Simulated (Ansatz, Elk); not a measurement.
## How far do independent atoms describe Mg3FeS4?

The structure of Mg3FeS4 used here is made up (a known structure type with other elements) and was relaxed beforehand with PBEsol. The aim is the Fourier transform of its all-electron density, F(hkl), set beside the sum over free spherical atoms that refinements use.

Calculated with Elk 11.2.3 (patched build); DFT, PBE, all-electron APW+lo, Dirac cores, scalar-relativistic bands, static density, ferromagnetic start.

The structure was built from a prototype and need not be the compound's stable phase.

## (1) The structure

Symmetry: P-43m, No. 215, cubic system. The conventional cell has a = 5.564 Å, b = 5.564 Å, c = 5.564 Å, α = 90.00°, β = 90.00°, γ = 90.00°. Nearest to Fe lie 4 S at 2.31 Å. Nearest to S lie 1 Fe at 2.31 Å and 3 Mg at 2.44 Å. Mg has 4 S at 2.44 Å nearest. Farther neighbours and most contacts between anions are not listed.

## (2) Ground state and structure factors

An all-electron density is needed, since X-rays see the cores too. Task 0 finds the density and task 195 Fourier-transforms it; tshift is off so that phases refer to the origin typed.

The input, elk.in:

```
tasks
  0
  195
  196

xctype
  20

spinpol
  .true.

rgkmax
  7.0

gmaxvr
  14.0

lmaxo
  7

lmaxapw
  8

swidth
  0.002

tshift
  .false.

ramdisk
  .false.

hmaxvr
  5.5

maxscl
  120

epspot
  1e-06

reducebf
  0.8

sppath
  './'

avec
  10.51495871864 0.00000000000 0.00000000000
  0.00000000000 10.51495871864 -0.00000000000
  0.00000000000 -0.00000000000 10.51495871864

atoms
  3
  'Fe.in'
  1
  -0.0000000000 -0.0000000000 -0.0000000000   0.000000 0.000000 -0.155000
  'S.in'
  4
  0.2399203369 0.2399203369 0.2399203369   0.000000 0.000000 0.000000
  0.2399203369 0.7600796631 0.7600796631   0.000000 0.000000 0.000000
  0.7600796631 0.2399203369 0.7600796631   0.000000 0.000000 0.000000
  0.7600796631 0.7600796631 0.2399203369   0.000000 0.000000 0.000000
  'Mg.in'
  3
  -0.0000000000 0.5000000000 0.5000000000   0.000000 0.000000 0.000000
  0.5000000000 -0.0000000000 0.5000000000   0.000000 0.000000 0.000000
  0.5000000000 0.5000000000 -0.0000000000   0.000000 0.000000 0.000000

ngridk
  4 4 4
```

Launch:

```
$ OMP_NUM_THREADS=4 elk
```

Numbers of over 12 decimals in the logs are rounded to 6 here.

The log of the run:

```text
┌─────────────────────────┐
│ Elk code version 11.2.3 │
└─────────────────────────┘

All units are atomic (Hartree, Bohr, etc.)

┌─────────────────────────────────────────────────┐
│ Ground-state run starting from atomic densities │
└─────────────────────────────────────────────────┘

Lattice vectors :
   10.51495872       0.000000000       0.000000000
   0.000000000       10.51495872      -0.000000000
   0.000000000      -0.000000000       10.51495872

Reciprocal lattice vectors :
  0.5975473110      -0.000000000      -0.000000000
  -0.000000000      0.5975473110       0.000000000
  -0.000000000       0.000000000      0.5975473110

Unit cell volume      :    1162.579648
Brillouin zone volume :   0.2133619093

Muffin-tin inner radius fraction :   0.1000000000E-01

Nuclei treated as point charges

Species : 1 (Fe)
 parameters loaded from : Fe.in
 name : iron
 nuclear charge    :   -26.00000000
 electronic charge :    26.00000000
 atomic mass :    101799.2075
 muffin-tin radius :    2.253670642
 number of radial points in muffin-tin :    993
 inner part over the whole radius :   0.9924889093E-02
 number on inner part of muffin-tin    :    699
 approximate nuclear radius :   0.7160107270E-04
 number of mesh points to nuclear radius :    333
 atomic positions (lattice), magnetic fields (Cartesian) :
  1 :   0.00000000  0.00000000  0.00000000    0.00000000  0.00000000 -0.15500000

Species : 2 (S)
 parameters loaded from : S.in
 name : sulphur
 nuclear charge    :   -16.00000000
 electronic charge :    16.00000000
 atomic mass :    58450.91931
 muffin-tin radius :    2.065864756
 number of radial points in muffin-tin :    793
 inner part over the whole radius :   0.9888070424E-02
 number on inner part of muffin-tin    :    553
 approximate nuclear radius :   0.6195814986E-04
 number of mesh points to nuclear radius :    252
 atomic positions (lattice), magnetic fields (Cartesian) :
  1 :   0.23992034  0.23992034  0.23992034    0.00000000  0.00000000  0.00000000
  2 :   0.23992034  0.76007966  0.76007966    0.00000000  0.00000000  0.00000000
  3 :   0.76007966  0.23992034  0.76007966    0.00000000  0.00000000  0.00000000
  4 :   0.76007966  0.76007966  0.23992034    0.00000000  0.00000000  0.00000000

Species : 3 (Mg)
 parameters loaded from : Mg.in
 name : magnesium
 nuclear charge    :   -12.00000000
 electronic charge :    12.00000000
 atomic mass :    44305.30466
 muffin-tin radius :    2.200000000
 number of radial points in muffin-tin :    793
 inner part over the whole radius :   0.9941530515E-02
 number on inner part of muffin-tin    :    552
 approximate nuclear radius :   0.5710277704E-04
 number of mesh points to nuclear radius :    241
 atomic positions (lattice), magnetic fields (Cartesian) :
  1 :   0.00000000  0.50000000  0.50000000    0.00000000  0.00000000  0.00000000
  2 :   0.50000000  0.00000000  0.50000000    0.00000000  0.00000000  0.00000000
  3 :   0.50000000  0.50000000  0.00000000    0.00000000  0.00000000  0.00000000

Total number of atoms per unit cell :    8
Total muffin-tin volume :    329.4786390
 ratio of muffin-tin to unit cell volume :   0.2834030679

Spin treatment :
 spin-polarised
 global magnetic field (Cartesian) :    0.000000000       0.000000000       0.000000000
 collinear magnetisation in z-direction

Number of Bravais lattice symmetries :   48
Number of crystal symmetries         :   24
Crystal has no inversion symmetry
Complex Hermitian eigensolver will be used

k-point grid :      4     4     4
k-point offset :    0.000000000       0.000000000       0.000000000
k-point set is reduced with full crystal symmetry group
Total number of k-points :       11

Muffin-tin radius times maximum |G+k| :    7.000000000
 using average radius
Maximum |G+k| for APW functions       :    3.271576549
Maximum (1/2)|G+k|²                   :    5.351606559
Maximum |G| for potential and density :    14.00000000
Constant for pseudocharge density :    8
 order of it for each species :   15  15  15
[...]
Absolute change in total energy (target)   :    1.125306365     (  0.1000000000E-03)

[... loops 3 to 19 left out ...]

┌──────────────────┐
│ Loop number : 20 │
└──────────────────┘

Energies :
 Fermi                       :     0.149193
 sum of occupied eigenvalues :     -1952.9702543753
 electron kinetic            :      3495.9081237532
 core electron kinetic       :      3105.1665268642
 Coulomb                     :     -6758.7121038352
 Coulomb potential           :     -5179.7035379742
 nuclear-nuclear             :     -517.03978105530
 electron-nuclear            :     -7314.3953001765
 Hartree                     :      1072.7229773966
 Madelung                    :     -4168.8603348481
 xc potential                :     -268.96000531905
 xc effective B-field        :    -0.214817
 external B-field            :      0.000000
 exchange                    :     -203.07118983721
 correlation                 :     -5.024519
 electron entropic           :    -0.20643712715936E-02
 total energy                :     -3470.9017532043
 (external B-field energy excluded from total)

Density of states at Fermi energy :    172.7598427
 (states/Hartree/unit cell)

Estimated indirect band gap :   0.8229776926E-03
 from k-point 6 to k-point 7
Estimated direct band gap   :   0.5636519640E-02
 at k-point 5

Charges :
 core                        :    56.00000000
 valence                     :    70.00000000
 interstitial                :    13.05353939
 muffin-tins (core leakage)
  species : 1 (Fe)
[...]
species : 2 (S)
[...]
species : 3 (Mg)
[...]
total in muffin-tins        :    112.9464606
 total calculated charge     :    125.9987620
 total charge                :    126.0000000
 error                       :   0.1237963518E-02

Moments :
 interstitial                :   0.4472266545
 muffin-tins
  species : 1 (Fe)
[...]
species : 2 (S)
[...]
species : 3 (Mg)
[...]
total in muffin-tins        :    3.552804177
 total moment                :    4.000030831

RMS change in Kohn-Sham potential (target) :   0.7344872325E-06 (  0.1000000000E-05)
Absolute change in total energy (target)   :   0.8895655355E-05 (  0.1000000000E-03)

Convergence targets achieved

┌──────────────────┐
│ Loop number : 21 │
└──────────────────┘

Energies :
 Fermi                       :     0.149191
 sum of occupied eigenvalues :     -1952.9702226435
 electron kinetic            :      3495.9081404607
 core electron kinetic       :      3105.1665295251
 Coulomb                     :     -6758.7120855655
 Coulomb potential           :     -5179.7035225151
 nuclear-nuclear             :     -517.03978105530
 electron-nuclear            :     -7314.3952802742
 Hartree                     :      1072.7229757640
 Madelung                    :     -4168.8603243079
 xc potential                :     -268.96000513458
 xc effective B-field        :    -0.214812
 external B-field            :      0.000000
 exchange                    :     -203.07118584427
 correlation                 :     -5.024519
 electron entropic           :    -0.20643681321370E-02
 total energy                :     -3470.9017144849
 (external B-field energy excluded from total)

Density of states at Fermi energy :    172.7595035
 (states/Hartree/unit cell)

Estimated indirect band gap :   0.8230254991E-03
 from k-point 6 to k-point 7
Estimated direct band gap   :   0.5636461251E-02
 at k-point 5

Charges :
 core                        :    56.00000000
 valence                     :    70.00000000
 interstitial                :    13.05353861
 muffin-tins (core leakage)
  species : 1 (Fe)
[...]
species : 2 (S)
[...]
species : 3 (Mg)
   atom 1                    :    10.52828946     ( -0.9828258651E-07)
   atom 2                    :    10.52828946     ( -0.9828258651E-07)
   atom 3                    :    10.52828946     ( -0.9828258651E-07)
 total in muffin-tins        :    112.9464614
 total calculated charge     :    125.9987620
 total charge                :    126.0000000
 error                       :   0.1237963408E-02

Moments :
 interstitial                :   0.4472477184
 muffin-tins
  species : 1 (Fe)
[...]
species : 2 (S)
[...]
species : 3 (Mg)
   atom 1                    :   0.1350521026E-01
   atom 2                    :   0.1350521026E-01
   atom 3                    :   0.1350521026E-01
 total in muffin-tins        :    3.552783113
 total moment                :    4.000030832

┌──────────────────────────────┐
│ Self-consistent loop stopped │
└──────────────────────────────┘

Warning : core states of species 2 leak from the muffin-tin :   0.1732627670E-03

Wrote STATE.OUT
```

Run time: 5.7 min. Hardware: 4 threads of Arm Neoverse V1, shared host; peak memory 0.57 GiB; 19 min of CPU time.

SFACRHO.OUT:

```text

h k l indices transformed by vhmat matrix:
   1.000000000       0.000000000       0.000000000    
   0.000000000       1.000000000       0.000000000    
   0.000000000       0.000000000       1.000000000    

      h      k      l  multipl.   |H|            Re(F)            Im(F)           |F|

      0      0      0      1   0.0000000       126.00000      0.16169716E-15   126.00000    
      1      0      0      6  0.59754731       17.211016      0.68585076E-14   17.211016    
      0     -1     -1     12  0.84505951       13.068923      0.59362986E-15   13.068923    
     -1     -1     -1      4   1.0349823       49.880706       50.447931       70.944194    
      1      1      1      4   1.0349823       49.880706      -50.447931       70.944194    
      0      2      0      6   1.1950946      0.84428080      0.47911699E-13  0.84428080    
     -1     -2      0     24   1.3361564       8.5224789     -0.19549638E-13   8.5224789    
      1     -1     -2     12   1.4636860       10.744589      -5.2951745       11.978525    
     -1     -2     -1     12   1.4636860       10.744589       5.2951745       11.978525    
      0     -2      2     12   1.6901190       80.821466     -0.10631874E-14   80.821466    
     -1      2     -2     12   1.7926419       12.179920     -0.56371207       12.192958    
     -2      1      2     12   1.7926419       12.179920      0.56371207       12.192958    
     -3      0      0      6   1.7926419       2.7168222     -0.51659797E-13   2.7168222    
      0     -1      3     24   1.8896105       9.1446031      0.67544809E-14   9.1446031    
     -3      1      1     12   1.9818402       38.944182      -35.128869       52.446990    
      1     -1     -3     12   1.9818402       38.944182       35.128869       52.446990    
     -2     -2      2      4   2.0699646       3.8584004     -0.73969082       3.9286634    
     -2      2      2      4   2.0699646       3.8584004      0.73969082       3.9286634
```

Elk indexes on the primitive cell of elk.in and gives |H| = 4π sin θ/λ in inverse bohr. Below, one row stands for each form hkl of the conventional cell (m members, Friedel mates merged), F is for one primitive cell and the density is static (no thermal factor). Free-atom factors are Waasmaier and Kirfel's, and R is Σm||F|−|F'||/Σm|F|.

```
hkl   m  sin θ/λ (Å⁻¹)  abs F, DFT  neutral atoms   diff.  abs of complex diff.
100   6          0.090      17.211         17.023  +0.188                 0.188
110  12          0.127      13.069         12.966  +0.103                 0.103
111   8          0.156      70.944         70.125  +0.819                 1.128
200   6          0.180       0.844          1.512  -0.667                 0.667
210  24          0.201       8.523          8.510  +0.012                 0.012
211  24          0.220      11.979         11.981  -0.003                 0.041
220  12          0.254      80.822         81.038  -0.216                 0.216
221  24          0.270      12.193         12.282  -0.089                 0.098
300   6          0.270       2.717          2.676  +0.041                 0.041
310  24          0.284       9.145          9.157  -0.012                 0.012
311  24          0.298      52.447         52.861  -0.414                 0.425
222   8          0.311       3.929          3.658  +0.271                 0.698
320  24          0.324      15.315         15.375  -0.059                 0.059
321  48          0.336       9.912          9.988  -0.076                 0.076
400   6          0.359      66.813         67.064  -0.251                 0.251
410  24          0.370      10.100         10.079  +0.021                 0.021
322  24          0.370       2.057          2.089  -0.031                 0.065
411  24          0.381      11.349         11.363  -0.013                 0.027
```

## (3) The magnetisation density

The same run holds the spin density, and task 196 transforms it. The order is that of the start, and no other was tried.

SFACMAG_1.OUT:

```text

h k l indices transformed by vhmat matrix:
   1.000000000       0.000000000       0.000000000    
   0.000000000       1.000000000       0.000000000    
   0.000000000       0.000000000       1.000000000    

      h      k      l  multipl.   |H|            Re(F)            Im(F)           |F|

      0      0      0      1   0.0000000       4.0000310      0.75171668E-17   4.0000310    
      1      0      0      6  0.59754731       3.0165296      0.71103931E-16   3.0165296    
      0     -1     -1     12  0.84505951       2.8786137     -0.31237008E-16   2.8786137    
     -1     -1     -1      4   1.0349823       2.6580793      0.14973358       2.6622933    
      1      1      1      4   1.0349823       2.6580793     -0.14973358       2.6622933    
      0      2      0      6   1.1950946       2.2713139      0.13392270E-15   2.2713139    
     -1     -2      0     24   1.3361564       2.2841606      0.52447784E-16   2.2841606    
      1     -1     -2     12   1.4636860       2.1048891      0.10227156       2.1073722    
     -1     -2     -1     12   1.4636860       2.1048891     -0.10227156       2.1073722    
      0     -2      2     12   1.6901190       1.8795180      0.63726724E-17   1.8795180    
     -1      2     -2     12   1.7926419       1.7183350      0.87142263E-01   1.7205432    
     -2      1      2     12   1.7926419       1.7183350     -0.87142263E-01   1.7205432    
     -3      0      0      6   1.7926419       1.7027800      0.61188343E-16   1.7027800    
      0     -1      3     24   1.8896105       1.5954636     -0.14173468E-16   1.5954636    
     -3      1      1     12   1.9818402       1.4972386     -0.53396581E-01   1.4981904    
      1     -1     -3     12   1.9818402       1.4972386      0.53396581E-01   1.4981904
```

The total moment is 4.00 μB a cell; sphere moments: Fe1 +3.24, S2 +0.07, S3 +0.07, S4 +0.07, S5 +0.07, Mg6 +0.01, Mg7 +0.01, Mg8 +0.01 μB. Polarised neutrons measure spin and orbital magnetisation together; without spin-orbit coupling the run gives the spin part:

```
hkl  sin θ/λ (Å⁻¹)  abs F_M (μB)
100          0.090         3.017
110          0.127         2.879
111          0.156         2.662
200          0.180         2.271
210          0.201         2.284
211          0.220         2.107
220          0.254         1.879
221          0.270         1.721
300          0.270         1.703
310          0.284         1.595
311          0.298         1.498
222          0.311         1.428
320          0.324         1.325
321          0.336         1.259
```

## (4) The highest occupied states alone

An energy window below the Fermi level keeps the highest occupied states, to see at which angles they scatter; shallow core shells can lie inside it and anion s states outside. No new self-consistency is needed.

elk.in: that of step 2 with these lines changed.

```diff
@@ -1,5 +1,3 @@
 tasks
-  0
   195
-  196
 
@@ -44,2 +42,5 @@
 
+wsfac
+  -0.291800 0.449190
+
 sppath
```

Launch:

```
$ OMP_NUM_THREADS=4 elk
```

The log of the run:

```text
┌─────────────────────────────────┐
│ Elk code version 11.2.3 started │
└─────────────────────────────────┘

Info(readinput): the functional depends on the density's gradient
 muffin-tin radial points multiplied by    2.00000
 (not where nrmtscf is given)

┌────────────────────┐
│ Current task : 195 │
└────────────────────┘
Info(checkmt): changed muffin-tin radius of species 1 (Fe) from   2.4000 to   2.2537
Info(checkmt): changed muffin-tin radius of species 2 (S) from   2.2000 to   2.0659

Info(sfacrho): density structure factors written to SFACRHO.OUT

 Energy window :  -0.2918000000      0.4491900000

┌──────────────────┐
│ Elk code stopped │
└──────────────────┘
```

It took 25 s on 4 threads; peak memory 0.3 GiB.

States within 12 eV below the Fermi level hold 30.00 electrons; any levels below the window count with the cores. Their amplitudes can exceed the total, where window and core parts have opposite phase:

```
hkl  sin θ/λ (Å⁻¹)  abs F, window  abs F, all
100          0.090          6.405      17.211
110          0.127          5.126      13.069
111          0.156          9.727      70.944
200          0.180          1.399       0.844
210          0.201          3.694       8.523
211          0.220          3.669      11.979
220          0.254          4.511      80.822
221          0.270          2.937      12.193
300          0.270          2.778       2.717
310          0.284          2.751       9.145
```

(Continued in part 2 of 2.)

[Logs are printed without paths, hosts, clocks, repeated set-up lines and the standing remarks that a program may print on its own settings, such as how far it seeks lower states.]

[Hosts, paths, dates, database ids (printed as entryN), source tags and the programs' standing remarks are cut or masked in the printed files.]
